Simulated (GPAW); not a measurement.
TaO2 (P4_2/mnm), O K edge of atom 3, with 1 Ta at 2.02 Å and 2 Ta at 2.09 Å (distorted trigonal planar, site symmetry m2m). Method: GPAW, LDA, excited-electron core hole (neutral cell), 12-atom cell with 5.8 Å between holes, 6×6×6 k points, dipole transitions, Gaussian full width 0.9 eV up to 4 eV, rising linearly to 3.5 eV at 25 eV, without spin-orbit coupling.

```xyz
6
Lattice="5.0071 0.0000 0.0000 0.0000 5.0071 0.0000 0.0000 0.0000 2.8761" Properties=species:S:1:pos:R:3 pbc="T T T"
Ta    2.5036    2.5036    0.0000
Ta    0.0000    0.0000    1.4381
O     3.9320    3.9320    0.0000
O     1.0752    1.0752    0.0000
O     1.4284    3.5787    1.4381
O     3.5787    1.4284    1.4381
```

Energy from the lowest empty level; a common scale on which the isotropic spectrum has a mean of 1 over the first 20 eV.

```
E (eV)  curve 1  curve 2
  -2.0     0.00     0.00
  -1.5     0.00     0.00
  -1.0     0.00     0.00
  -0.5     0.08     0.11
   0.0     0.43     0.60
   0.5     0.73     1.06
   1.0     0.77     1.40
   1.5     0.96     1.55
   2.0     1.00     0.99
   2.5     0.64     0.53
   3.0     0.91     0.43
   3.5     1.36     0.42
   4.0     2.21     0.58
   4.5     3.16     1.11
   5.0     3.19     1.72
   5.5     2.23     2.02
   6.0     1.37     2.23
   6.5     0.94     2.38
   7.0     0.88     2.41
   7.5     0.99     2.12
   8.0     0.98     1.64
   8.5     0.85     1.33
   9.0     0.73     1.20
   9.5     0.74     1.20
  10.0     0.96     1.26
  10.5     1.33     1.24
  11.0     1.62     1.06
  11.5     1.64     0.82
  12.0     1.45     0.64
  12.5     1.17     0.56
  13.0     0.90     0.52
  13.5     0.66     0.50
  14.0     0.50     0.46
  14.5     0.40     0.41
  15.0     0.35     0.37
  15.5     0.32     0.34
  16.0     0.31     0.34
  16.5     0.32     0.37
  17.0     0.35     0.42
  17.5     0.41     0.49
  18.0     0.51     0.58
  18.5     0.62     0.66
  19.0     0.73     0.72
  19.5     0.78     0.76
  20.0     0.78     0.76
  20.5     0.73     0.74
  21.0     0.64     0.70
  21.5     0.54     0.67
  22.0     0.45     0.63
  22.5     0.38     0.61
  23.0     0.33     0.59
  23.5     0.32     0.58
  24.0     0.34     0.57
  24.5     0.39     0.57
  25.0     0.46     0.58
  25.5     0.56     0.61
  26.0     0.67     0.66
  26.5     0.79     0.72
  27.0     0.91     0.79
  27.5     1.02     0.87
  28.0     1.11     0.94
  28.5     1.18     1.00
  29.0     1.23     1.05
  29.5     1.26     1.12
  30.0     1.30     1.19
  30.5     1.34     1.28
  31.0     1.37     1.38
  31.5     1.41     1.47
  32.0     1.43     1.52
```

Question: The curves are for the electric vector along different Cartesian axes of the cell as given, averaged over the symmetry-equivalent atoms. Which is which?

Curve 1: along z (c), main maxima 1.8 eV (1.06), 4.8 eV (3.34) and 11.3 eV (1.67). Curve 2: along x (⊥ c) (the other in-plane axis gives the same curve within 3 %), main maxima 1.3 eV (1.59), 6.9 eV (2.42) and 10.2 eV (1.27). A K edge sees empty p states; the first features are O p mixed into the empty d states of the Ta neighbours, and the broad ones above probably into the cations' higher empty bands. Each direction probes the empty orbitals that point along it. The unit cell's mesh shows no gap over 0.35 eV. That is right for a metallic compound; for a small-gap or correlated insulator it would be the fault of the functional or of the assumed magnetic order, and the hole would be screened too well. The holes are only 5.8 Å apart, so the shape is probably not converged with cell size; no larger cell was run here.

[Banner, clock and machine lines of the logs are left out without a mark of their own.]

[Logs are printed without paths, hosts, clocks, repeated set-up lines and the standing remarks that a program may print on its own settings, such as how far it seeks lower states.]

[Hosts, paths, dates, database ids (printed as entryN), source tags and the programs' standing remarks are cut or masked in the printed files.]

[Lists of maxima count a maximum above −3 eV only where it reaches 4 % of the highest in the window and stands out from its surroundings by 2 % of it (1.5 % where it reaches 55 %); shoulders and weaker maxima are passed over, and of the rest the first, up to two pre-edge ones and the few strongest are named.]
